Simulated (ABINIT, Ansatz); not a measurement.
# Lattice dynamics of AlBiS3 (Pm-3m) in two programs

How does AlBiS3 (Pm-3m) vibrate, and is this structure a minimum?

Program: ABINIT 10.8.3. Level of theory: DFT LDA, scalar-relativistic, plane waves, HGH norm-conserving pseudopotentials. Results are calculated unless marked as measured.

This is a report of a sequence of runs, with most program output left out.

The structure was built from a prototype and need not be the compound's stable phase.

### Step 1. The starting structure

The structure is cubic, space group Pm-3m (No. 221). Conventional cell: a = 4.567 Å, b = 4.567 Å, c = 4.567 Å, α = 90.00°, β = 90.00°, γ = 90.00°. Nearest to Bi lie 12 S at 3.23 Å. Nearest to Al lie 6 S at 2.28 Å. Nearest to S lie 2 Al at 2.28 Å and 4 Bi at 3.23 Å. Farther neighbours and most contacts between anions are not listed.

### Step 2. Relaxing the cell and atoms

The harmonic expansion needs vanishing forces, and a free crystal bears no stress, so cell and atoms are brought to rest. Stress is more sensitive to the basis than forces are: the last 3 Ha under the cutoff are smoothed with ecutsm, and the cutoff is raised above that of the later runs.

The starting cell comes from a relaxation made beforehand in Ansatz (LDA, PseudoDojo NC).

File relax.abi:

```
# relaxation
ionmov 2
optcell 2
dilatmx 1.08
ntime 40
tolmxf 1.0d-05
tolvrs 1.0d-14
prtwf 0
prtden 0
chksymtnons 0

# basis, mesh and filling
ecut 31.0
ecutsm 3.0
ixc 7
ngkpt 6 6 6
nshiftk 1
shiftk 0.0 0.0 0.0
istwfk *1
occopt 7
tsmear 0.01
nband 20
nstep 100
diemac 1000000.0
prtebands 0
prtgsr 0
useylm 1

# cell and atoms
acell 3*1.0 Angstrom
rprim 
    4.566619051 0.0 0.0
    0.0 4.566619051 0.0
    0.0 0.0 4.566619051
ntypat 3
znucl 83 13 16
natom 5
typat 1 2 3 3 3
xred 
    0.0 0.0 0.0
    0.5 0.5 0.5
    0.5 0.5 0.0
    0.5 0.0 0.5
    0.0 0.5 0.5
pp_dirpath "./pseudo"
pseudos "Bi.hgh, Al.hgh, S.hgh"
```

Run with:

```
$ OMP_NUM_THREADS=1 mpirun -n 4 abinit relax.abi > relax.log
```

Run time: 66 s. Hardware: 4 MPI ranks of Intel Xeon at 2.70GHz, shared host.

Little changed from the start: no atom moved by 0.005 Å and no cell edge by 0.1 %.

This step gave:

```
volume per atom   : 19.08 Å³
pressure          : 2.27e-4 GPa
gap on the k-mesh : 0 eV
```

### Step 3. Self-consistent run for the response

The response is built on these wavefunctions, so the potential is converged far more tightly than an energy would need. Occupations are smeared.

File gs.abi:

```
# ground state
tolvrs 1.0d-16
prtden 1
prtwf 1
prtpot 1

# basis, mesh and filling
ecut 24.0
ixc 7
ngkpt 6 6 6
nshiftk 1
shiftk 0.0 0.0 0.0
istwfk *1
occopt 7
tsmear 0.01
nband 20
nstep 100
diemac 1000000.0
prtebands 0
prtgsr 0
useylm 1

# cell and atoms
acell 3*1.0 Angstrom
rprim 
    4.569030356 0.0 0.0
    0.0 4.569030356 0.0
    0.0 0.0 4.569030356
ntypat 3
znucl 83 13 16
natom 5
typat 1 2 3 3 3
xred 
    0.0 0.0 0.0
    0.5 0.5 0.5
    0.5 0.5 0.0
    0.5 0.0 0.5
    0.0 0.5 0.5
pp_dirpath "./pseudo"
pseudos "Bi.hgh, Al.hgh, S.hgh"
```

Run with:

```
$ OMP_NUM_THREADS=1 mpirun -n 4 abinit gs.abi > gs.log
```

Elapsed: 16 s, on 4 MPI ranks.

Numbers from this step:

```
pressure : -0.6214 GPa
```

The cell stands at -0.62 GPa: the relaxation ran with a smoothed and higher cutoff, and the difference is a stress of the finite basis.

### Step 4. Zone-centre response

At q = 0 one unit cell holds all displacements. The response is solved for single atoms along the cell's directions, and symmetry skips those that follow from others. The crystal is treated as a metal, which screens a static field, so no field response is asked.

File dfpt_gamma.abi:

```

# common to the responses
getwfk_filepath "gso_WFK"
kptopt 2
nqpt 1
qpt 0.0 0.0 0.0
asr 0
chneut 0

# displacements
rfphon 1
rfatpol 1 5
rfdir 1 1 1
tolvrs 1.0d-10
prtwf 0

# basis, mesh and filling
ecut 24.0
ixc 7
ngkpt 6 6 6
nshiftk 1
shiftk 0.0 0.0 0.0
istwfk *1
occopt 7
tsmear 0.01
nband 20
nstep 100
diemac 1000000.0
prtebands 0
prtgsr 0
useylm 1

# cell and atoms
acell 3*1.0 Angstrom
rprim 
    4.569030356 0.0 0.0
    0.0 4.569030356 0.0
    0.0 0.0 4.569030356
ntypat 3
znucl 83 13 16
natom 5
typat 1 2 3 3 3
xred 
    0.0 0.0 0.0
    0.5 0.5 0.5
    0.5 0.5 0.0
    0.5 0.0 0.5
    0.0 0.5 0.5
pp_dirpath "./pseudo"
pseudos "Bi.hgh, Al.hgh, S.hgh"
```

Run with:

```
$ OMP_NUM_THREADS=1 mpirun -n 4 abinit dfpt_gamma.abi > dfpt_gamma.log
```

Wall time 2.3 min (4 MPI ranks); 9.1 min of CPU time.

This step gave:

- largest acoustic frequency at the zone centre before the sum rule: 3.27 cm⁻¹
- highest optical zone-centre mode (no LO-TO term): 456.7 cm⁻¹
- lowest optical zone-centre mode: -151.0 cm⁻¹

The acoustic modes at Γ come out as far as 3.3 cm⁻¹ from zero, where they should vanish, a small numerical error. The lowest optical mode is imaginary, 151i cm⁻¹, an instability at this level and on this k mesh.

### Step 5. Phonons on a q mesh

Linear response treats each wavevector in the unit cell, with no supercell; the 2×2×2 mesh fixes the range of the force constants to be had.

File dfpt_q.abi:

```
ndtset 3

# wavevectors
qpt1 0.5 0.0 0.0
qpt2 0.5 0.5 0.0
qpt3 0.5 0.5 0.5

# displacements
getwfk_filepath "gso_WFK"
getwfq_filepath "gso_WFK"
kptopt 3
nqpt 1
rfphon 1
rfatpol 1 5
rfdir 1 1 1
tolvrs 1.0d-10
prtwf 0

# basis, mesh and filling
ecut 24.0
ixc 7
ngkpt 6 6 6
nshiftk 1
shiftk 0.0 0.0 0.0
istwfk *1
occopt 7
tsmear 0.01
nband 20
nstep 100
diemac 1000000.0
prtebands 0
prtgsr 0
useylm 1

# cell and atoms
acell 3*1.0 Angstrom
rprim 
    4.569030356 0.0 0.0
    0.0 4.569030356 0.0
    0.0 0.0 4.569030356
ntypat 3
znucl 83 13 16
natom 5
typat 1 2 3 3 3
xred 
    0.0 0.0 0.0
    0.5 0.5 0.5
    0.5 0.5 0.0
    0.5 0.0 0.5
    0.0 0.5 0.5
pp_dirpath "./pseudo"
pseudos "Bi.hgh, Al.hgh, S.hgh"
```

Run with:

```
$ OMP_NUM_THREADS=1 mpirun -n 4 abinit dfpt_q.abi > dfpt_q.log
```

Wall time 40 min (4 MPI ranks).

Read from the output:

| Quantity | Value |
| --- | --- |
| lowest mode on the q mesh (acoustic ones at the zone centre apart) | -253.9 cm⁻¹ |

Frequencies (cm⁻¹) before the sum rule at the irreducible wavevectors but Γ, which is solved apart; negative means imaginary. Frequencies by wavevector:

| q (fractions) | star | mode 1 | mode 2 | mode 3 | mode 4 | mode 13 | mode 14 | mode 15 |
| --- | --- | --- | --- | --- | --- | --- | --- | --- |
| 0.5 0 0 | 3 | -184.8 | -136.4 | -136.4 | -130.9 | 380 | 454.5 | 454.5 |
| 0.5 0.5 0 | 3 | -253.9 | -161.2 | -161.2 | -85.89 | 337 | 415.5 | 455.9 |
| 0.5 0.5 0.5 | 1 | -229.2 | -229.2 | -229.2 | -98.65 | 348 | 348 | 444.3 |

### Step 6. Interpolated phonon bands

anaddb transforms the dynamical matrices to force constants and back along the path; points of the mesh come back as solved, but for the sum rule and, in polar crystals, the LO-TO term at Γ; the rest is interpolation.

File anaddb.abi:

```
ddb_filepath "all_DDB"
output_file "anaddb.abo"
outdata_prefix "anaddb"
ifcflag 1
ngqpt 2 2 2
nqshft 1
q1shft 0.0 0.0 0.0
asr 1
chneut 0
dipdip 0
dipquad 0
quadquad 0
enunit 0
eivec 0
nph1l 62
qph1l 
    0.0 0.0 0.0 1.0
    0.0 0.05 0.0 1.0
    0.0 0.1 0.0 1.0
    0.0 0.15 0.0 1.0
    0.0 0.2 0.0 1.0
    0.0 0.25 0.0 1.0
    0.0 0.3 0.0 1.0
    0.0 0.35 0.0 1.0
    0.0 0.4 0.0 1.0
    0.0 0.45 0.0 1.0
    0.0 0.5 0.0 1.0
    0.05 0.5 0.0 1.0
    0.1 0.5 0.0 1.0
    0.15 0.5 0.0 1.0
    0.2 0.5 0.0 1.0
    0.25 0.5 0.0 1.0
    0.3 0.5 0.0 1.0
    0.35 0.5 0.0 1.0
    0.4 0.5 0.0 1.0
    0.45 0.5 0.0 1.0
    0.5 0.5 0.0 1.0
    0.45 0.45 0.0 1.0
    0.4 0.4 0.0 1.0
    0.35 0.35 0.0 1.0
    0.3 0.3 0.0 1.0
    0.25 0.25 0.0 1.0
    0.2 0.2 0.0 1.0
    0.15 0.15 0.0 1.0
    0.1 0.1 0.0 1.0
    0.05 0.05 0.0 1.0
    0.0 0.0 0.0 1.0
    0.05 0.05 0.05 1.0
    0.1 0.1 0.1 1.0
    0.15 0.15 0.15 1.0
    0.2 0.2 0.2 1.0
    0.25 0.25 0.25 1.0
    0.3 0.3 0.3 1.0
    0.35 0.35 0.35 1.0
    0.4 0.4 0.4 1.0
    0.45 0.45 0.45 1.0
    0.5 0.5 0.5 1.0
    0.45 0.5 0.45 1.0
    0.4 0.5 0.4 1.0
    0.35 0.5 0.35 1.0
    0.3 0.5 0.3 1.0
    0.25 0.5 0.25 1.0
    0.2 0.5 0.2 1.0
    0.15 0.5 0.15 1.0
    0.1 0.5 0.1 1.0
    0.05 0.5 0.05 1.0
    0.0 0.5 0.0 1.0
    0.5 0.5 0.5 1.0
    0.5 0.5 0.45 1.0
    0.5 0.5 0.4 1.0
    0.5 0.5 0.35 1.0
    0.5 0.5 0.3 1.0
    0.5 0.5 0.25 1.0
    0.5 0.5 0.2 1.0
    0.5 0.5 0.15 1.0
    0.5 0.5 0.1 1.0
    0.5 0.5 0.05 1.0
    0.5 0.5 0.0 1.0
```

File mrgddb.in:

```
all_DDB
merged
4
dfpt_gammao_DDB
dfpt_qo_DS1_DDB
dfpt_qo_DS2_DDB
dfpt_qo_DS3_DDB
```

Run with:

```
$ mrgddb < mrgddb.in > mrgddb.log
$ OMP_NUM_THREADS=1 anaddb anaddb.abi > anaddb.log
```

Elapsed: 0.69 s, on 1 thread.

This step gave:

| Property | Result |
| --- | --- |
| lowest frequency on the path | -254.0 cm⁻¹ |

Anaddb. The phonon branches at the labelled points (cm⁻¹):

| point | branch 1 | branch 2 | branch 3 | branch 4 | branch 12 | branch 13 | branch 14 | branch 15 |
| --- | --- | --- | --- | --- | --- | --- | --- | --- |
| Γ | -151 | -151 | -151 | -149 | 104 | 457 | 457 | 457 |
| halfway | -169 | -144 | -144 | -140 | 216 | 435 | 456 | 456 |
| X | -185 | -137 | -137 | -131 | 330 | 380 | 454 | 454 |
| halfway | -226 | -150 | -148 | -115 | 333 | 369 | 440 | 455 |
| M | -254 | -161 | -161 | -86 | 337 | 337 | 416 | 456 |
| halfway | -204 | -146 | -146 | -132 | 233 | 421 | 446 | 455 |
| Γ | -151 | -151 | -151 | -149 | 104 | 457 | 457 | 457 |
| halfway | -204 | -183 | -183 | -106 | 248 | 420 | 420 | 458 |
| R | -229 | -229 | -229 | -99 | 348 | 348 | 348 | 444 |
| halfway | -223 | -198 | -181 | -106 | 338 | 363 | 420 | 456 |
| X | -185 | -137 | -137 | -131 | 330 | 380 | 454 | 454 |
| jump to R | -229 | -229 | -229 | -99 | 348 | 348 | 348 | 444 |
| halfway | -242 | -201 | -201 | -100 | 343 | 343 | 392 | 453 |
| M | -254 | -161 | -161 | -86 | 337 | 337 | 416 | 456 |

The path dips to 254i cm⁻¹.

### Step 7. Sums over the zone

Sums over the zone need many more wavevectors than were solved, so the interpolation is sampled on a dense mesh.

File anaddb.abi:

```
ddb_filepath "all_DDB"
output_file "anaddb.abo"
outdata_prefix "anaddb"
ifcflag 1
ngqpt 2 2 2
nqshft 1
q1shft 0.0 0.0 0.0
asr 1
chneut 0
dipdip 0
dipquad 0
quadquad 0
prtdos 2
ng2qpt 10 10 10
dosdeltae 4.5563e-06
ntemper 11
temperinc 100.0
tempermin 0.0
```

Run with:

```
$ OMP_NUM_THREADS=1 anaddb anaddb.abi > anaddb.log
```

The job ended after 1.1 s (1 thread).

Numbers from this step:

```
share of modes beyond 3i cm⁻¹ on the dense interpolated mesh : 0.3929
```

The phonon density of states has structure finer than the step of the table below, so its rows give means over 20 cm⁻¹, whole bins alone (the curve runs from -284 to 486 cm⁻¹). Peaks (cm⁻¹: height): -149.0: 0.0578, -99.0: 0.0881, 141.0: 0.0459, 456.0: 0.192.

Tetrahedra. Phonon density of states against wavenumber; means over each step:

| wavenumber (cm⁻¹) | phonon density of states (1/cm⁻¹/cell) |
| --- | --- |
| -260 | 5.2e-4 |
| -240 | 0.0121 |
| -220 | 0.0220 |
| -200 | 0.0231 |
| -180 | 0.0259 |
| -160 | 0.0442 |
| -140 | 0.0377 |
| -120 | 0.0381 |
| -100 | 0.0496 |
| -80 | 0.00725 |
| -60 | 0.0129 |
| -40 | 0.0127 |
| -20 | 0.00613 |
| 0 | 0.00414 |
| 20 | 0.00417 |
| 40 | 0.0190 |
| 60 | 0.0288 |
| 80 | 0.0274 |
| 100 | 0.0241 |
| 120 | 0.0328 |
| 140 | 0.0411 |
| 160 | 0.0195 |
| 180 | 0.0125 |
| 200 | 0.0124 |
| 220 | 0.0106 |
| 240 | 0.0114 |
| 260 | 0.0116 |
| 280 | 0.0114 |
| 300 | 0.0129 |
| 320 | 0.0148 |
| 340 | 0.0101 |
| 360 | 0.0107 |
| 380 | 0.0166 |
| 400 | 0.0157 |
| 420 | 0.0207 |
| 440 | 0.0286 |
| 460 | 0.0554 |

### Step 8. The same in Ansatz

The same cell goes through another code, with its own cutoff. The potentials differ.

This step: DFT LDA, scalar-relativistic, plane waves, PseudoDojo norm-conserving pseudopotentials (Ansatz 0.2.0).

File input.yaml:

```yaml
crystal:
  lattice:
    - [4.5690303556, 0.0, 0.0]
    - [0.0, 4.5690303556, 0.0]
    - [0.0, 0.0, 4.5690303556]
  atoms:
    - { symbol: Bi, position: [0.0, 0.0, 0.0] }
    - { symbol: Al, position: [0.5, 0.5, 0.5] }
    - { symbol: S, position: [0.5, 0.5, 0.0] }
    - { symbol: S, position: [0.5, 0.0, 0.5] }
    - { symbol: S, position: [0.0, 0.5, 0.5] }
kpoints:
  mp_grid: { grid: [6, 6, 6] }
hamiltonian:
  xc: lda
  pseudopotentials: { kind: nc, accuracy: standard }
scf:
  occupations: { method: gaussian, width: 0.27211 }
output:
  eigenvalues: true
phonons:
  method: dfpt
  qmesh: [2, 2, 2]
  temperatures: { t_max: 1000, t_step: 50 }
  qpath:
    path:
      - [[0.0, 0.0, 0.0], [0.0, 0.5, 0.0], [0.5, 0.5, 0.0], [0.0, 0.0, 0.0], [0.5, 0.5, 0.5], [0.0, 0.5, 0.0]]
      - [[0.5, 0.5, 0.5], [0.5, 0.5, 0.0]]
    npoints: 10
```

Run with:

```
$ ansatz run input.yaml --threads 4 --pin off --max-ram 8192MiB --backend cpu --events-out ev --progress --plain --runs-dir out
```

Wall time 3.2 min (4 threads); peak memory 1.4 GiB; 12 min of CPU time.

This step gave:

| Property | Result |
| --- | --- |
| sum-rule residual before enforcement | 2.76e-5 eV/Å² |
| lowest frequency on the path | -253.5 cm⁻¹ |
| share of modes beyond 3i cm⁻¹ on the dense interpolated mesh | 0.3922 |
| highest optical zone-centre mode (no LO-TO term) | 468.1 cm⁻¹ |
| lowest optical zone-centre mode | -154.4 cm⁻¹ |
| lowest mode on the q mesh (acoustic ones at the zone centre apart) | -253.5 cm⁻¹ |

### Step 9. The two compared: ABINIT HGH and Ansatz, PseudoDojo

Numbers from this step:

```yaml
root_mean_square_difference: 5.14 cm⁻¹
largest_difference: 11.54 cm⁻¹
root_mean_square_difference_on_the_path: 4.9 cm⁻¹
largest_difference_on_the_path: 11.6 cm⁻¹
```

The 12 of 57 modes that differ most. Frequencies side by side:

| q (reciprocal lattice) | mode | ABINIT HGH (cm⁻¹) | Ansatz, PseudoDojo (cm⁻¹) |
| --- | --- | --- | --- |
| 0 0 0 | 13 | 456.7 | 468.1 |
| 0 0 0 | 14 | 456.7 | 468.1 |
| 0 0 0 | 15 | 456.7 | 468.1 |
| 0.5 0 0 | 12 | 329.6 | 335.9 |
| 0.5 0 0 | 13 | 380 | 386.9 |
| 0.5 0 0 | 14 | 454.5 | 466 |
| 0.5 0 0 | 15 | 454.5 | 466 |
| 0.5 0.5 0 | 11 | 320.9 | 329.3 |
| 0.5 0.5 0 | 15 | 455.9 | 467.3 |
| 0.5 0.5 0.5 | 10 | 317.8 | 326.2 |
| 0.5 0.5 0.5 | 11 | 317.8 | 326.2 |
| 0.5 0.5 0.5 | 12 | 348 | 354.2 |

At the solved wavevectors the largest difference (acoustic modes at Γ apart) is 3 % of the highest mode.

### Step 10. What came out

```yaml
space_group_after_relaxation: Pm-3m
volume_per_atom: 19.1 Å³
highest_optical_zone_centre_mode_no_lo_to_term: 456.7 cm⁻¹
lowest_optical_zone_centre_mode: -151.0 cm⁻¹
q_mesh: 2×2×2
lowest_mode_on_the_q_mesh_acoustic_ones_at_the_zone_centre_apart: -253.9 cm⁻¹
imaginary_modes_on_the_q_mesh: yes
largest_difference_from_ansatz_pseudodojo: 11.5 cm⁻¹
```

AlBiS3 (Pm-3m) is unstable: a mode solved on the 2×2×2 mesh is imaginary, 254i cm⁻¹; its spectrum reaches 459 cm⁻¹. At the LDA level the optical modes of AlBiS3 (Pm-3m) at the zone centre run from 151i to 457 cm⁻¹, so the structure is a saddle point, with 6 modes beyond 10i cm⁻¹ there. The base run prints -0.62 GPa, mostly the error of a finite basis; the relaxation, with a smoothed and higher cutoff, had brought the cell to rest. The most unstable solved mode lies at q = (0.5, 0.5, 0), on the zone boundary, so the distortion that it points to doubles the cell. ABINIT HGH and Ansatz, PseudoDojo differ by 5.1 cm⁻¹ in the root mean square and by 11.5 cm⁻¹ at most, 2.5 % of the highest mode compared (acoustic modes at Γ left out; ABINIT's values are those before the sum rule); the two use different potentials, and the cell was not relaxed for the second set. These are harmonic frequencies at zero temperature: anharmonic shifts and linewidths and thermal expansion are left out. Spin-orbit coupling is left out, which can matter for the heavy elements here. The HGH files keep few electrons and have no core correction, which is cheap but rough for Bi. In a metal the frequencies hang on the k mesh and the smearing, most of all near Kohn anomalies. The structure is a hypothetical one, built on a prototype.

[Host names and launcher messages were left out of these logs when they were recorded.]

[Logs are printed without paths, hosts, clocks, repeated set-up lines and the standing remarks that a program may print on its own settings, such as how far it seeks lower states.]

[Hosts, paths, dates, database ids (printed as entryN), source tags and the programs' standing remarks are cut or masked in the printed files.]
